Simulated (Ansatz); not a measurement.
## Current against voltage: bond stretched by 1.5 Å, between Al atomic chains

Aim: the current at finite bias, with the potential solved under it.

Method: DFT PBE, plane waves, PAW; current against voltage, self-consistent under bias, in Ansatz 0.2.0.

### 1. Set-up

The cell holds 34 atoms: 34 Al. Cell: a = 6.000 Å, b = 6.000 Å, c = 95.030 Å, α = 90.0°, β = 90.0°, γ = 90.0°. Electrodes: Al atomic chain; the apex atoms were set 3.910 Å apart. Regions: lower lead, 17 atoms (17 Al); upper lead, 17 atoms (17 Al). Vacuum lies along a, b and c.

### 2. Current against voltage

Vacuum beyond both ends lets the two leads hold different Fermi levels, and the density is solved anew at each bias. Each lead has 17 atoms, since a wire screens slowly.

Contents of input.yaml:

```yaml
crystal:
  lattice:
    - [6.0, 0.0, 0.0]
    - [0.0, 6.0, 0.0]
    - [0.0, 0.0, 95.03]
  atoms:
    - { symbol: Al, position: [0.5, 0.5, 0.0] }
    - { symbol: Al, position: [0.5, 0.5, 0.025360413] }
    - { symbol: Al, position: [0.5, 0.5, 0.050720825] }
    - { symbol: Al, position: [0.5, 0.5, 0.076081238] }
    - { symbol: Al, position: [0.5, 0.5, 0.10144165] }
    - { symbol: Al, position: [0.5, 0.5, 0.126802063] }
    - { symbol: Al, position: [0.5, 0.5, 0.152162475] }
    - { symbol: Al, position: [0.5, 0.5, 0.177522888] }
    - { symbol: Al, position: [0.5, 0.5, 0.2028833] }
    - { symbol: Al, position: [0.5, 0.5, 0.228243713] }
    - { symbol: Al, position: [0.5, 0.5, 0.253604125] }
    - { symbol: Al, position: [0.5, 0.5, 0.278964538] }
    - { symbol: Al, position: [0.5, 0.5, 0.30432495] }
    - { symbol: Al, position: [0.5, 0.5, 0.329685363] }
    - { symbol: Al, position: [0.5, 0.5, 0.355045775] }
    - { symbol: Al, position: [0.5, 0.5, 0.380406188] }
    - { symbol: Al, position: [0.5, 0.5, 0.4057666] }
    - { symbol: Al, position: [0.5, 0.5, 0.446911502] }
    - { symbol: Al, position: [0.5, 0.5, 0.472271914] }
    - { symbol: Al, position: [0.5, 0.5, 0.497632327] }
    - { symbol: Al, position: [0.5, 0.5, 0.522992739] }
    - { symbol: Al, position: [0.5, 0.5, 0.548353152] }
    - { symbol: Al, position: [0.5, 0.5, 0.573713564] }
    - { symbol: Al, position: [0.5, 0.5, 0.599073977] }
    - { symbol: Al, position: [0.5, 0.5, 0.624434389] }
    - { symbol: Al, position: [0.5, 0.5, 0.649794802] }
    - { symbol: Al, position: [0.5, 0.5, 0.675155214] }
    - { symbol: Al, position: [0.5, 0.5, 0.700515627] }
    - { symbol: Al, position: [0.5, 0.5, 0.725876039] }
    - { symbol: Al, position: [0.5, 0.5, 0.751236452] }
    - { symbol: Al, position: [0.5, 0.5, 0.776596864] }
    - { symbol: Al, position: [0.5, 0.5, 0.801957277] }
    - { symbol: Al, position: [0.5, 0.5, 0.827317689] }
    - { symbol: Al, position: [0.5, 0.5, 0.852678102] }
kpoints:
  mp_grid: { grid: [1, 1, 1] }
scf:
  occupations: { method: fermi_dirac, width: 0.1 }
hamiltonian:
  xc: pbe
output:
  current_voltage:
    leads: [[10, 11], [22, 23]]
    bias: [0.3, 0.6, 1.0, 1.5]
    electrode_ends: [16, 17]
    kmesh: [1, 1]
  write_potential: true
  write_density: true
  volumetric_format: npy
basis:
  ecutwfc: "340 eV"
```

Command:

```bash
$ ansatz run input.yaml --threads 4 --pin off --max-ram 16384MiB --backend cpu --events-out ev --progress --plain --runs-dir out
```

Numbers of over 12 decimals in the logs are rounded to 6 here.

Output:

```text
Warning: basis.ecutwfc = 340 eV is below the records' recommended 420 eV, and the density's cutoff is lower with it unless basis.ecutrho_ratio is high enough to keep the records' density cutoff: compare with a run at a higher cutoff
Engine: ansatz 0.2.0, aarch64-unknown-linux-gnu
Pseudopotentials: kind: paw
Pseudopotential: Al, paw, valence charge 3, recommended cutoff 420 eV (normal), Al.paw.azcp
Functional definition: PBE
  parameter kappa = 0.804
  parameter beta = 0.066725
  exchange = pbe_x(kappa = kappa, mu = beta*pi^2/3)
  correlation = pbe_c(beta = beta)
Crystal: 34 atoms, lattice volume = 3421.080 Å³
Basis set: ecut = 340 eV, 48473 PW (Γ)
Bands: 85, of which v1, the nominal top of the filled ones, is band 51 counted from 1 (50 counted from 0)
Symmetry: 16 space group operations
Space group: P4/mmm (ITA 123), of the structure as read, at distance tolerance 1.5e-4 Å
k-points: 1
Non-local potential: Al, projectors of the file, l = 0: 2, l = 1: 2, l = 2: 1
PAW form: soft (Blöchl's): semilocal exchange-correlation on the pseudo side does not see the compensation charge
PAW one-centre angular grid: Al, 110 points (default); XC on 64 Gauss nodes
Initial density: superposition of atomic densities (neutral atoms: chi_scale 0, normalization atom), corrected by the library's trained network
Initial wavefunctions: pseudopotential atomic-orbital guess
Functional: x = pbe(κ = 0.804, μ = 0.219515), c = pbe(β = 0.066725)
SCF iter   1: F=—  HF=-18203.152853 eV  |F-HF|=—  |Δ(HF+E_count)|=         —  Δρ=3.95e-3  dr2=1.77e1  ethr=1.77e-3  ⟨swp⟩=7.0  Hψ=389  notcnv=0
preconditioner: auto → LDOS  [metal: Δε(μ)=0.169 eV  Ē_g=4.075 eV  σ=0.100 eV  W_gap=0.39  n_scr=220 (ndim 8)  ℏωp=6.4 eV  f_vac=0.278  D(μ)=49.33/eV (n_scr^D=272)  β→1.0]
SCF iter   2: F=—  HF=-18202.841777 eV  |F-HF|=—  |Δ(HF+E_count)|=   3.11e-1  Δρ=1.52e-3  dr2=4.07e-1  ethr=1.77e-3  ⟨swp⟩=4.0  Hψ=153  notcnv=0
SCF iter   3: F=—  HF=-18202.847361 eV  |F-HF|=—  |Δ(HF+E_count)|=   5.58e-3  Δρ=6.41e-4  dr2=1.50e-1  ethr=3.99e-4  ⟨swp⟩=3.0  Hψ=129  notcnv=0
SCF iter   4: F=—  HF=-18202.845225 eV  |F-HF|=—  |Δ(HF+E_count)|=   2.14e-3  Δρ=2.81e-4  dr2=2.62e-2  ethr=1.47e-4  ⟨swp⟩=1.0  Hψ=85  notcnv=0
SCF iter   5: F=—  HF=-18202.844426 eV  |F-HF|=—  |Δ(HF+E_count)|=   7.99e-4  Δρ=1.13e-4  dr2=3.08e-3  ethr=2.57e-5  ⟨swp⟩=2.0  Hψ=87  notcnv=0
SCF iter   6: F=—  HF=-18202.844482 eV  |F-HF|=—  |Δ(HF+E_count)|=   5.54e-5  Δρ=3.19e-5  dr2=1.68e-4  ethr=3.02e-6  ⟨swp⟩=2.0  Hψ=132  notcnv=0
SCF iter   7: F=—  HF=-18202.844484 eV  |F-HF|=—  |Δ(HF+E_count)|=   2.68e-6  Δρ=1.36e-5  dr2=4.13e-5  ethr=1.65e-7  ⟨swp⟩=2.0  Hψ=123  notcnv=0
SCF iter   8: F=—  HF=-18202.844554 eV  |F-HF|=—  |Δ(HF+E_count)|=   6.96e-5  Δρ=5.46e-6  dr2=1.16e-5  ethr=4.05e-8  ⟨swp⟩=3.0  Hψ=170  notcnv=0
SCF iter   9: F=—  HF=-18202.844553 eV  |F-HF|=—  |Δ(HF+E_count)|=   3.78e-7  Δρ=2.72e-6  dr2=1.39e-6  ethr=1.14e-8  ⟨swp⟩=1.0  Hψ=85  notcnv=0
SCF iter  10: F=—  HF=-18202.844553 eV  |F-HF|=—  |Δ(HF+E_count)|=   3.93e-8  Δρ=1.30e-6  dr2=2.93e-7  ethr=1.36e-9  ⟨swp⟩=2.0  Hψ=105  notcnv=0
SCF iter  11: F=—  HF=-18202.844553 eV  |F-HF|=—  |Δ(HF+E_count)|=   5.93e-9  Δρ=6.74e-7  dr2=1.30e-7  ethr=9.80e-11  ⟨swp⟩=11.0  Hψ=246  notcnv=0
SCF iter  12: F=-18202.844553 eV  HF=-18202.844553 eV  |F-HF|=3.21e-8  |Δ(HF+E_count)|=   2.11e-9  Δρ=3.41e-7  dr2=3.92e-8  ethr=9.80e-11  ⟨swp⟩=2.0  Hψ=141  notcnv=0
smearing: bands 48 to 51 share 5.172 electrons (they would hold 6.000 with every lower band full and every higher one empty; bands counted from 0; each is filled to between 0.6348 and 0.6583 of a full level; at each k-point the levels lie within 1.0e-2 eV, against a smearing width of 0.1000 eV). The entropy term TS of this state is 1.8122 eV
SCF 1 converged in 12 iterations: F = -18202.844553 eV  dr2 = 3.92e-8
  greatest PAW one-centre occupation: 0.574 electrons in one spin orbital (limit 2), on the Al atom at site 33 (counted from 0), in its partial waves of l = 0
bias +0 V, iteration  1: dr2 9.54e0 eV, mean Fermi level -1.7376 eV
bias +0 V, iteration  2: dr2 3.54e-1 eV, mean Fermi level -1.7276 eV
bias +0 V, iteration  3: dr2 1.69e-1 eV, mean Fermi level -1.7342 eV
bias +0 V, iteration  4: dr2 6.93e-3 eV, mean Fermi level -1.7315 eV
bias +0 V, iteration  5: dr2 1.50e-3 eV, mean Fermi level -1.7313 eV
bias +0 V, iteration  6: dr2 7.71e-4 eV, mean Fermi level -1.7316 eV
bias +0 V, iteration  7: dr2 2.91e-4 eV, mean Fermi level -1.7312 eV
bias +0 V, iteration  8: dr2 2.98e-5 eV, mean Fermi level -1.7314 eV
bias +0 V, iteration  9: dr2 1.74e-5 eV, mean Fermi level -1.7313 eV
bias +0 V, iteration 10: dr2 1.61e-5 eV, mean Fermi level -1.7313 eV
bias +0 V, iteration 11: dr2 6.62e-7 eV, mean Fermi level -1.7314 eV
bias +0 V, iteration 12: dr2 1.26e-7 eV, mean Fermi level -1.7314 eV
bias +0 V, iteration 13: dr2 1.96e-8 eV, mean Fermi level -1.7314 eV
bias +0.3 V, iteration  1: dr2 3.10e2 eV, mean Fermi level -1.7170 eV
bias +0.3 V, iteration  2: dr2 9.97e0 eV, mean Fermi level -1.7299 eV
bias +0.3 V, iteration  3: dr2 3.34e0 eV, mean Fermi level -1.7281 eV
bias +0.3 V, iteration  4: dr2 1.39e-1 eV, mean Fermi level -1.7305 eV
bias +0.3 V, iteration  5: dr2 3.43e-2 eV, mean Fermi level -1.7288 eV
bias +0.3 V, iteration  6: dr2 5.34e-3 eV, mean Fermi level -1.7299 eV
bias +0.3 V, iteration  7: dr2 6.59e-4 eV, mean Fermi level -1.7295 eV
bias +0.3 V, iteration  8: dr2 1.27e-4 eV, mean Fermi level -1.7297 eV
bias +0.3 V, iteration  9: dr2 1.06e-4 eV, mean Fermi level -1.7295 eV
bias +0.3 V, iteration 10: dr2 1.99e-5 eV, mean Fermi level -1.7295 eV
bias +0.3 V, iteration 11: dr2 2.42e-6 eV, mean Fermi level -1.7295 eV
bias +0.3 V, iteration 12: dr2 9.10e-7 eV, mean Fermi level -1.7295 eV
bias +0.3 V, iteration 13: dr2 1.82e-7 eV, mean Fermi level -1.7295 eV
bias +0.3 V, iteration 14: dr2 6.47e-8 eV, mean Fermi level -1.7295 eV
bias +0.6 V, iteration  1: dr2 9.09e-1 eV, mean Fermi level -1.7219 eV
bias +0.6 V, iteration  2: dr2 2.64e-1 eV, mean Fermi level -1.7267 eV
bias +0.6 V, iteration  3: dr2 6.03e-1 eV, mean Fermi level -1.7229 eV
bias +0.6 V, iteration  4: dr2 5.44e-2 eV, mean Fermi level -1.7267 eV
bias +0.6 V, iteration  5: dr2 1.35e-2 eV, mean Fermi level -1.7255 eV
bias +0.6 V, iteration  6: dr2 7.42e-4 eV, mean Fermi level -1.7262 eV
bias +0.6 V, iteration  7: dr2 2.92e-3 eV, mean Fermi level -1.7259 eV
bias +0.6 V, iteration  8: dr2 1.58e-4 eV, mean Fermi level -1.7257 eV
bias +0.6 V, iteration  9: dr2 7.73e-5 eV, mean Fermi level -1.7257 eV
bias +0.6 V, iteration 10: dr2 1.12e-5 eV, mean Fermi level -1.7256 eV
bias +0.6 V, iteration 11: dr2 4.42e-6 eV, mean Fermi level -1.7256 eV
bias +0.6 V, iteration 12: dr2 1.82e-6 eV, mean Fermi level -1.7256 eV
bias +0.6 V, iteration 13: dr2 2.01e-7 eV, mean Fermi level -1.7256 eV
bias +0.6 V, iteration 14: dr2 6.66e-9 eV, mean Fermi level -1.7256 eV
bias +1 V, iteration  1: dr2 1.41e0 eV, mean Fermi level -1.7290 eV
bias +1 V, iteration  2: dr2 5.63e-1 eV, mean Fermi level -1.7251 eV
bias +1 V, iteration  3: dr2 9.20e-1 eV, mean Fermi level -1.7292 eV
bias +1 V, iteration  4: dr2 5.80e-2 eV, mean Fermi level -1.7256 eV
bias +1 V, iteration  5: dr2 2.97e-2 eV, mean Fermi level -1.7269 eV
bias +1 V, iteration  6: dr2 7.98e-3 eV, mean Fermi level -1.7263 eV
bias +1 V, iteration  7: dr2 4.32e-3 eV, mean Fermi level -1.7262 eV
bias +1 V, iteration  8: dr2 1.41e-3 eV, mean Fermi level -1.7262 eV
bias +1 V, iteration  9: dr2 5.89e-4 eV, mean Fermi level -1.7262 eV
bias +1 V, iteration 10: dr2 2.58e-4 eV, mean Fermi level -1.7263 eV
bias +1 V, iteration 11: dr2 4.26e-6 eV, mean Fermi level -1.7263 eV
bias +1 V, iteration 12: dr2 7.23e-6 eV, mean Fermi level -1.7263 eV
bias +1 V, iteration 13: dr2 2.88e-6 eV, mean Fermi level -1.7263 eV
bias +1 V, iteration 14: dr2 6.01e-7 eV, mean Fermi level -1.7263 eV
bias +1 V, iteration 15: dr2 1.11e-6 eV, mean Fermi level -1.7263 eV
bias +1 V, iteration 16: dr2 3.71e-8 eV, mean Fermi level -1.7263 eV
bias +1.5 V, iteration  1: dr2 1.81e-1 eV, mean Fermi level -1.7227 eV
bias +1.5 V, iteration  2: dr2 3.17e-2 eV, mean Fermi level -1.7228 eV
bias +1.5 V, iteration  3: dr2 9.29e-2 eV, mean Fermi level -1.7253 eV
bias +1.5 V, iteration  4: dr2 4.56e-2 eV, mean Fermi level -1.7236 eV
bias +1.5 V, iteration  5: dr2 1.51e-3 eV, mean Fermi level -1.7251 eV
bias +1.5 V, iteration  6: dr2 2.10e-3 eV, mean Fermi level -1.7249 eV
bias +1.5 V, iteration  7: dr2 4.70e-4 eV, mean Fermi level -1.7250 eV
bias +1.5 V, iteration  8: dr2 3.52e-4 eV, mean Fermi level -1.7249 eV
bias +1.5 V, iteration  9: dr2 6.16e-4 eV, mean Fermi level -1.7248 eV
bias +1.5 V, iteration 10: dr2 1.49e-4 eV, mean Fermi level -1.7248 eV
bias +1.5 V, iteration 11: dr2 4.49e-5 eV, mean Fermi level -1.7248 eV
bias +1.5 V, iteration 12: dr2 1.31e-5 eV, mean Fermi level -1.7248 eV
bias +1.5 V, iteration 13: dr2 9.84e-7 eV, mean Fermi level -1.7248 eV
bias +1.5 V, iteration 14: dr2 1.28e-6 eV, mean Fermi level -1.7248 eV
bias +1.5 V, iteration 15: dr2 2.55e-7 eV, mean Fermi level -1.7248 eV
bias +1.5 V, iteration 16: dr2 8.15e-8 eV, mean Fermi level -1.7248 eV
transmission: 6 of 39 steps passed
transmission: 14 of 39 steps passed
[...]
transmission: 39 of 39 steps passed
WARN: The output density's exchange-correlation potential varies sharply where the density is thin. Do not read a vacuum level from v_tot or v_xc, or from such a field of the output density. On a cell that repeats whose density bears no net charge and no dipole along the vacuum's axis use v_es (v_loc + v_h of the components); under efield.dipole_correction with no amplitude use v_es + v_field, which holds any externa [...]
SCF converged after 12 iterations
Free energy (F): -18202.844553 eV
Harris-Foulkes:  -18202.844553 eV  (|F-HF|=3.21e-8)
Internal energy: -18201.032347 eV  (E = F + TS)
E sigma→0 (E₀):  -18201.938450 eV
Entropy (-TS):   -1.812206 eV (-53.300 meV/atom)
Fermi energy:    -1.739305 eV
--- Per-component energies (eV) ---
  E_band       = -493.864111
  E_kinetic    = 663.523675
  E_local      = -7234.954827  (includes V_loc(G=0)·N_el)
  E_nonlocal   = 390.015306
  E_hartree    = 3334.227791
  E_xc         = -1254.132853
  E_vxc        = -851.324090  (∫ρ·V_xc dr)
  E_paw        = -15894.266199  (= ΣΔE_a)
  E_vpaw       = -129.565173  (= ΣTr[D̂ρ^β])
  E_aug_tail   = -0.000195  (compensation charges beyond the density's cutoff)
  E_ewald      = 1794.554954
  E_smearing   = -1.812206  (= −TS)
  E_closure    = -0.000000  (closes the sum)
  Σ components = -18202.844553   (vs F -18202.844553, Δ=0.00e0)
--- Band table (eV) ---
  k-point 0: bands = [... 47 lower, -1.9242, -1.8049, -1.8049, -1.7946, -1.7946, -1.6524, -1.6524, -1.6372, ... 30 higher]
--- Current–voltage curve ---
  leads      : [10, 11] from 0.00 to 38.56 and [22, 23] from 42.47 to 81.03 Å, reservoirs outside 24.54 and 56.49
  electrodes : end at 38.56 and 42.47 Å
  density    : 217 bands, filled at a thermal energy of 2.585e-2 eV; current at 300 K
  bias (V)   current (A)   every other point   every other energy   edges, levels   drop (V)   electrons moved   misfit (meV)   iterations
        +0      0.0000e0                   -             0.0000e0        0.0000e0     +0.000            0.00e0           31.0   13
      +0.3     2.1339e-6                   -            2.1339e-6        0.0000e0     +0.292           1.71e-2           34.7   14
      +0.6     2.9464e-6                   -            2.9466e-6        0.0000e0     +0.592           2.66e-2           39.4   14
        +1     3.4128e-6                   -            3.4125e-6        0.0000e0     +0.996           4.65e-2           39.8   16
      +1.5     5.5176e-6                   -            5.5213e-6        0.0000e0     +1.490           6.28e-2           38.1   16
  At 0 V the conductance is 1.3370e-5 S, 3.7138e13 S/m².
```

The job ended after 9.1 min (4 threads of Arm Neoverse V1, shared host; peak memory 3.1 GiB; 35 min of CPU time).

Reading the cycles: dr2 is the Hartree energy of the density residual (eV), the measure of convergence; HF is the Harris–Foulkes estimate of the energy, which meets the free energy F at convergence.

Numbers from this step:

```yaml
conductance_at_zero_bias: 0.1726 G₀
current_at_the_highest_bias: 5.518 μA
largest_misfit_of_the_leads: 39.85 meV
```

Cell area 36.000 Å^2. Table of current through one cell by bias:

| bias (V) | current through one cell (μA) |
| --- | --- |
| 0.000 | 0 |
| 0.300 | 2.13 |
| 0.600 | 2.95 |
| 1.000 | 3.41 |
| 1.500 | 5.52 |

Bias 0 V. The transmission and channels at 0 V by energy, zero at the mean Fermi level:

| energy (eV) | transmission | channels, lower lead | channels, upper lead |
| --- | --- | --- | --- |
| -0.259 | 0.00568 | 2 | 2 |
| -0.233 | 0.00971 | 2 | 2 |
| -0.207 | 0.0164 | 2 | 2 |
| -0.181 | 0.0271 | 2 | 2 |
| -0.155 | 0.0436 | 2 | 2 |
| -0.129 | 0.0670 | 2 | 2 |
| -0.103 | 0.0969 | 2 | 2 |
| -0.078 | 0.129 | 2 | 2 |
| -0.052 | 0.158 | 2 | 2 |
| -0.026 | 0.178 | 2 | 2 |
| 0.000 | 0.186 | 2 | 2 |
| 0.026 | 0.184 | 2 | 2 |
| 0.052 | 0.176 | 2 | 2 |
| 0.078 | 0.165 | 2 | 2 |
| 0.103 | 0.154 | 2 | 2 |
| 0.129 | 0.142 | 2 | 2 |
| 0.155 | 0.133 | 2 | 2 |
| 0.181 | 0.124 | 2 | 2 |
| 0.207 | 0.117 | 2 | 2 |
| 0.233 | 0.112 | 2 | 2 |
| 0.259 | 0.108 | 2 | 2 |

Bias 0.6 V. Transmission and channels at 0.6 V against energy, zero at the mean Fermi level:

| energy (eV) | transmission | channels, lower lead | channels, upper lead |
| --- | --- | --- | --- |
| -0.569 | 0 | 0 | 2 |
| -0.543 | 0 | 0 | 2 |
| -0.517 | 0 | 0 | 2 |
| -0.465 | 0 | 0 | 2 |
| -0.439 | 0 | 0 | 2 |
| -0.414 | 0 | 0 | 2 |
| -0.388 | 0 | 0 | 2 |
| -0.362 | 0 | 0 | 2 |
| -0.310 | 0 | 0 | 2 |
| -0.284 | 0 | 0 | 2 |
| -0.259 | 0 | 0 | 2 |
| -0.233 | 0 | 0 | 2 |
| -0.207 | 0 | 0 | 2 |
| -0.181 | 0 | 0 | 2 |
| -0.129 | 0 | 0 | 2 |
| -0.103 | 0 | 0 | 2 |
| -0.078 | 0 | 0 | 2 |
| -0.052 | 0.0269 | 2 | 2 |
| -0.026 | 0.0338 | 2 | 2 |
| 0.000 | 0.0396 | 2 | 2 |
| 0.026 | 0.0469 | 2 | 2 |
| 0.052 | 0.0563 | 2 | 2 |
| 0.078 | 0.0682 | 2 | 2 |
| 0.103 | 0.0830 | 2 | 2 |
| 0.129 | 0.101 | 2 | 2 |
| 0.181 | 0.142 | 2 | 2 |
| 0.207 | 0.162 | 2 | 2 |
| 0.233 | 0.179 | 2 | 2 |
| 0.259 | 0.191 | 2 | 2 |
| 0.284 | 0.197 | 2 | 2 |
| 0.310 | 0.198 | 2 | 3 |
| 0.362 | 0.191 | 2 | 3 |
| 0.388 | 0.185 | 2 | 3 |
| 0.414 | 0.179 | 2 | 3 |
| 0.439 | 0.173 | 2 | 3 |
| 0.465 | 0.168 | 2 | 3 |
| 0.517 | 0.160 | 2 | 3 |
| 0.543 | 0.157 | 2 | 3 |
| 0.569 | 0.155 | 2 | 3 |

Bias 1.5 V. The transmission and channels at 1.5 V by energy, zero at the mean Fermi level:

| energy (eV) | transmission | channels, lower lead | channels, upper lead |
| --- | --- | --- | --- |
| -1.034 | 0 | 1 | 2 |
| -0.982 | 0 | 1 | 2 |
| -0.931 | 0 | 1 | 2 |
| -0.879 | 0 | 1 | 2 |
| -0.801 | 0 | 1 | 2 |
| -0.750 | 0 | 1 | 2 |
| -0.698 | 0 | 0 | 2 |
| -0.646 | 0 | 0 | 2 |
| -0.595 | 0 | 0 | 2 |
| -0.543 | 0 | 0 | 2 |
| -0.465 | 0 | 0 | 2 |
| -0.414 | 0 | 0 | 2 |
| -0.362 | 0 | 0 | 2 |
| -0.310 | 0 | 0 | 2 |
| -0.259 | 0 | 0 | 2 |
| -0.207 | 0 | 0 | 2 |
| -0.129 | 0 | 0 | 3 |
| -0.078 | 0 | 0 | 3 |
| -0.026 | 0 | 0 | 3 |
| 0.000 | 0 | 0 | 3 |
| 0.026 | 0 | 0 | 3 |
| 0.078 | 0 | 0 | 3 |
| 0.129 | 0 | 0 | 3 |
| 0.207 | 0 | 0 | 3 |
| 0.259 | 0 | 0 | 3 |
| 0.310 | 0 | 0 | 3 |
| 0.362 | 0 | 0 | 3 |
| 0.414 | 0.0814 | 2 | 3 |
| 0.465 | 0.0991 | 2 | 3 |
| 0.543 | 0.155 | 2 | 3 |
| 0.595 | 0.210 | 2 | 3 |
| 0.646 | 0.269 | 2 | 3 |
| 0.698 | 0.311 | 2 | 3 |
| 0.750 | 0.325 | 2 | 3 |
| 0.801 | 0.316 | 2 | 3 |
| 0.879 | 0.288 | 2 | 3 |
| 0.931 | 0.271 | 2 | 3 |
| 0.982 | 0.258 | 2 | 3 |
| 1.034 | 0.249 | 2 | 3 |

(Continued in part 2 of 2.)

[Logs are printed without paths, hosts, clocks, repeated set-up lines and the standing remarks that a program may print on its own settings, such as how far it seeks lower states.]

[Hosts, paths, dates, database ids (printed as entryN), source tags and the programs' standing remarks are cut or masked in the printed files.]
